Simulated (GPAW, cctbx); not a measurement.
# LiPPdO4: deformation density and structure factors from DFT

Question: by how much does bonding change the X-ray structure factors of LiPPdO4, how firmly does DFT give the change, and what does a routine refinement make of it?

The cell comes from substitution in a known structure type and wasn't matched to any measured phase. All numbers below are calculated.

**1. Relax the structure**

The density hangs on the geometry, so cell and atoms are relaxed first, with the symmetry held. The cutoff is set higher than for the density because stress converges slowly with plane waves.

Settings: GPAW 26.7.0, PBE, 900 eV, 4×4×4 k-points, Fermi–Dirac width 0.05 eV, BFGS to 0.03 eV/Å.

```text
cell
1.0
     4.827000000    0.000000000    0.000000000
     0.000000000    4.827000000    0.000000000
    -2.413500000   -2.413500000    3.762000000
Pd P O Li
1 1 4 1
Direct
0.000000000 0.000000000 0.000000000
0.750000000 0.250000000 0.500000000
0.840300000 0.952900000 0.273200000
0.679700000 0.159700000 0.726800000
0.432900000 0.320300000 0.273200000
0.047100000 0.567100000 0.726800000
0.500000000 0.500000000 0.000000000
```

```console
$ OMP_NUM_THREADS=1 mpirun -n 4 gpaw python run.py > gpaw.log
```

```text
BFGS:    0      -41.113371        3.119731
BFGS:    1      -41.595780        1.986846
BFGS:    2      -42.131022        1.041160
BFGS:    3      -42.287125        0.495761
...
BFGS:   25      -42.921440        0.256539
BFGS:   26      -42.939690        0.130661
BFGS:   27      -42.944549        0.015815
cell  5.4367 5.4367 4.7785  124.67 124.67 90.00
volume 83.890 A^3, largest force 0.012 eV/A, largest stress 0.21 GPa
```

The cell moved far, while the k-mesh and basis were chosen for the start, so the final shape may be somewhat biased.

After 27 steps the volume has changed by -4.3 % and the energy by -1.831 eV; the largest stress left is 0.21 GPa. It took 7.1 min on 4 cores of Arm Neoverse V2 (shared host), peak memory 1.6 GiB.

Relaxed structure: I-4 (no. 82), a = 5.4367 Å, b = 5.4367 Å, c = 5.6763 Å, α = 90.00°, β = 90.00°, γ = 90.00°.

```
atom  mult.       x       y       z
 Pd1      2       0       0       0
  P1      2       0     1/2     3/4
  O1      8  0.1693  0.3346  0.9090
 Li1      2       0       0     1/2
```

**2. The all-electron density**

X-rays see the whole electron density, so the PAW density is rebuilt with its core regions. Subtracting spherical free atoms from the same code cancels the cores and leaves the deformation density Δρ, the part due to bonding.

Settings: PBE, 550 eV, 5×5×5 k-points, Fermi–Dirac width 0.05 eV; primitive cell of 7 atoms.

```console
$ OMP_NUM_THREADS=1 mpirun -n 4 gpaw python run.py > gpaw.log
```

```text
|iter:   1|       0s |  -51.962030 | +0.55 |       |
|iter:   2|       1s |  -48.714414 | -1.26 | -0.81 |
|iter:   3|       1s |  -42.223489 | -0.33 | -0.88 |
...
|iter:   9|       7s |  -42.165319c| -6.36 | -4.01c|
|iter:  10|       8s |  -42.165319c| -7.35 | -4.61c|
|iter:  11|       9s |  -42.165319c| -7.66c| -5.28c|
```

```text
grid (54, 54, 54)  electrons 96.000  moved by bonding 1.905 e
deformation density beyond 0.5 A of the nuclei: max 0.514, min -1.425 e/A^3
atom        x       y       z   Voronoi charge  moment
Pd1    0.0000  0.0000  0.0000      0.584       0.00
P 2    0.5000  0.2500  0.7500      0.469       0.00
O 3    0.5039  0.2437  0.0783     -0.284       0.00
O 4    0.8346  0.2603  0.7563     -0.284       0.00
O 5    0.4961  0.5744  0.7397     -0.284       0.00
O 6    0.1654  0.9217  0.4256     -0.284       0.00
Li7    1.0000  0.5000  0.5000      0.085       0.00
mean inner potential of superposed free atoms 14.366 V
total magnetic moment 0.000 muB
```

Deformation density in a plane through the shortest contact of the P atom at the origin, in 0.01 e/Å³ (clipped at ±99); x from -1.6 to 3.2 Å, y from 2.4 down to -2.4 Å:

```text
 -2  -1   0   2   3   2  -1  -1   0   2   1   0  -1  -2  -2  -2
  1   4   7   4   9   9   4   0   0   0   0  -1  -1  -2  -1   0
  3  11  28   .   .   7   4   0  -1  -1   0  -1  -1  -1  -1   2
  2   7  14   .   .  16   4  -4  -3  -1   1   1   0  -1  -1   2
 -1   1   6  23  41  23  -4 -10  -2   1   6   8   4   0  -1  -1
 -3  -6 -10  -9   3   . -14  -2  15   2   .  23   7   1  -2  -3
 -4  -9 -18 -26   .   .   .  23  45   .   .   .   5   2  -1  -4
 -3  -6 -12 -18 -14   . -16   1  20   6   .   7   5   1  -2  -4
 -2  -3  -6 -10 -14 -20 -21 -12   0   5   7   8   3  -2  -2  -2
 -1  -2  -3  -5  -7  -9  -9  -7  -3  -1   0  -6 -12  -8  -2  -1
  1  -1  -2  -2  -3  -4  -4  -3  -2  -2  -3  -6  -8  -5   0   1
  1   0  -1  -2  -2  -2  -2  -1   0   1   0  -4  -1   0   2   2
  0  -1  -1  -2  -1   0   2   3   4   8   8   2  -2   0   2   1
```

Atoms in or within 0.15 Å of the plane: P (0.0, 0.0), O (1.6, 0.0), O (-0.5, 1.5) Å. Dots mark points within about 0.45 Å of a nucleus; large values next to them are atomic features.

O gains most (-0.28 e) and Pd loses most (+0.58 e); O is the most electronegative element, but the order of the others doesn't follow electronegativity. Such charges fall far short of formal ones, since overlapping free atoms already put density on their neighbours. Along the shortest contact from the P atom at the map's origin, P–O at 1.57 Å, Δρ is +0.35 e/Å³ at the midpoint and highest, +0.46, 0.93 Å from P (points within 0.5 Å of a nucleus left out): a bond charge, the mark of covalency, pulled towards O. At the midpoints of other shortest contacts it is +0.05 (O–Li, 2.08 Å), -0.07 (Pd–O, 2.10 Å), -0.12 (O–O, 2.56 Å) and +0.01 (Pd–Li, 2.84 Å) e/Å³. Point values carry grid noise of about 0.01 e/Å³. The run needed 11 iterations, 15 s.

**3. From the density to structure factors**

The Fourier components of Δρ, added to those of the free atoms, give the static X-ray structure factors; the Mott–Bethe relation turns them into the Fourier components V of the potential that fast electrons feel.

```text
static structure factors of the conventional cell: F in electrons, V (Mott-Bethe) in volts
   h  k  l      d  |F| table  |F| free   |F| DFT   change   |V| free  |V| DFT  change %
   0  1  1  3.9263    88.121    87.910    87.153   -0.757     4.392    4.611      5.0
   1  1  0  3.8443    49.263    49.078    48.498   -0.581     1.276    1.510     18.4
   0  0  2  2.8381    79.292    78.949    79.224    0.275     3.431    3.371     -1.8
   0  2  0  2.7184    77.608    77.662    76.055   -1.607     3.612    3.936      9.0
   1  1  2  2.2833    95.642    95.562    95.200   -0.362     4.823    4.847      0.5
   1  2  1  2.2350    96.212    95.999    97.148    1.148     4.510    4.359     -3.4
   2  1  1  2.2350    44.645    44.762    43.297   -1.465     1.106    1.255     13.5
   0  2  2  1.9631    44.767    44.731    44.311   -0.420     1.035    1.079      4.3
   2  2  0  1.9222    98.490    98.421    98.836    0.416     4.643    4.601     -0.9
   0  1  3  1.7870    62.148    62.151    61.355   -0.797     2.097    2.163      3.1
   0  3  1  1.7264    61.101    61.110    61.330    0.221     2.053    2.030     -1.1
   1  3  0  1.7192    65.296    65.209    65.517    0.308     2.624    2.599     -0.9
   3  1  0  1.7192    67.446    67.352    68.193    0.841     2.780    2.713     -2.4
   2  2  2  1.5915    55.247    55.216    55.309    0.093     2.249    2.225     -1.1
```

The largest X-ray change is -1.61 e on 020, 2.1 % of |F|. For electrons V goes as (Z − F)/g², so a change of F counts against Z − F, which is small at low angle and wherever the atoms' terms cancel: |V| of 110 moves by +18.4 % (1.28 to 1.51 V) against -1.2 % in |F|. The last three rows still change by up to 0.84 e; the table stops while the angles are still low. The tabulated Hartree–Fock atoms differ from the free DFT atoms by up to 0.34 e, so the choice of reference atom matters too.

**4. How cheap can the run be?**

Cutoff and k-mesh: one is changed at a time, to find what the result needs.

| run | ΔF 020 (e) | ΔF 211 (e) | ΔF 121 (e) | q(O) (e) | moved (e) | time |
| --- | --- | --- | --- | --- | --- | --- |
| 550 eV 5×5×5 | -1.607 | -1.465 | +1.148 | -0.284 | 1.905 | 15 s |
| 250 eV 5×5×5 | -0.955 | -0.698 | +0.357 | -0.236 | 2.763 | 6.5 s |
| 350 eV 5×5×5 | -1.463 | -1.287 | +0.964 | -0.274 | 2.053 | 8.9 s |
| 750 eV 5×5×5 | -1.613 | -1.472 | +1.155 | -0.284 | 1.905 | 18 s |
| 550 eV 2×2×2 | -1.595 | -1.460 | +1.152 | -0.284 | 1.915 | 7.2 s |
| 550 eV 3×3×3 | -1.606 | -1.464 | +1.149 | -0.284 | 1.906 | 7.7 s |

Within 0.03 e of the base on all three: 550 eV 2×2×2, 550 eV 3×3×3 and 750 eV 5×5×5. The largest error, 0.791 e, comes with 250 eV 5×5×5. The moved charge is off by up to 45 % among these runs. Times are from shared hosts.

**5. What a spherical-atom refinement makes of it**

Routine crystallography fits spherical atoms. To see the bias, intensities are simulated from tabulated atoms plus the DFT change ΔF, so that bonding alone can misfit (2834 reflections of the full sphere, merged to the counts below, to 0.5 Å, 1 % proportional noise plus counting noise, assumed isotropic U as listed, Δρ smeared by the mean U) and refined with cctbx over different ranges.

| range | data | R1 | GooF | U Pd1 (true 0.0075) | U P1 (true 0.011) | U O1 (true 0.013) | U Li1 (true 0.0154) | largest shift (Å) | Δρ max, min (e/Å³) |
| --- | --- | --- | --- | --- | --- | --- | --- | --- | --- |
| all data | 711 | 0.0054 | 1.44 | 0.0075 | 0.0111 | 0.0130 | 0.0157 | 0.0013 | 0.23, -0.82 |
| low resolution, d > 0.84 | 150 | 0.0059 | 2.09 | 0.0072 | 0.0110 | 0.0132 | 0.0163 | 0.0025 | 0.26, -0.31 |
| high order, d < 0.75 | 502 | 0.0049 | 1.13 | 0.0075 | 0.0111 | 0.0130 | 0.0157 | 0.0007 | 0.29, -0.38 |
| occupancies free, d > 0.7 | 254 | 0.0058 | 1.86 | 0.0074 | 0.0106 | 0.0140 | 0.0159 | 0.0021 | 0.25, -0.53 |

With all data GooF is 1.44, so the misfit of spherical atoms stands above the noise; the top residual peak lies 0.31 Å from Pd and 2.05 Å from O. No U is off by more than 3 s.u. at low resolution. With Pd1 held at 1 and the scale free, the other occupancies refine to P1 0.991(0.006), O1 1.024(0.006) and Li1 1.004(0.027), on sites that are all full: they absorb part of the misfit, and only ratios to the fixed site mean anything.

**6. Answer**

Bonding moves 1.91 e in the primitive cell of LiPPdO4 and changes the structure factors of the conventional cell in the table above by at most 1.61 e (020, 2.1 %), and among reflections above 2 % of the strongest by up to 3.3 % (211). The shortest bond, P–O, has Δρ = +0.35 e/Å³ at its midpoint, a covalent bond charge. Within 0.03 e of the base on all three: 550 eV 2×2×2, 550 eV 3×3×3 and 750 eV 5×5×5. The largest error, 0.791 e, comes with 250 eV 5×5×5. The moved charge is off by up to 45 % among these runs. With all data GooF is 1.44, so the misfit of spherical atoms stands above the noise. Limits: static density, frozen cores, no spin–orbit coupling.

[Outputs are excerpts: Python notices, other lines and further rows are left out; steps that failed or that the build refused (PBEsol, TPSS) are not shown.]

[Logs are printed without paths, hosts, clocks, repeated set-up lines and the standing remarks that a program may print on its own settings, such as how far it seeks lower states.]
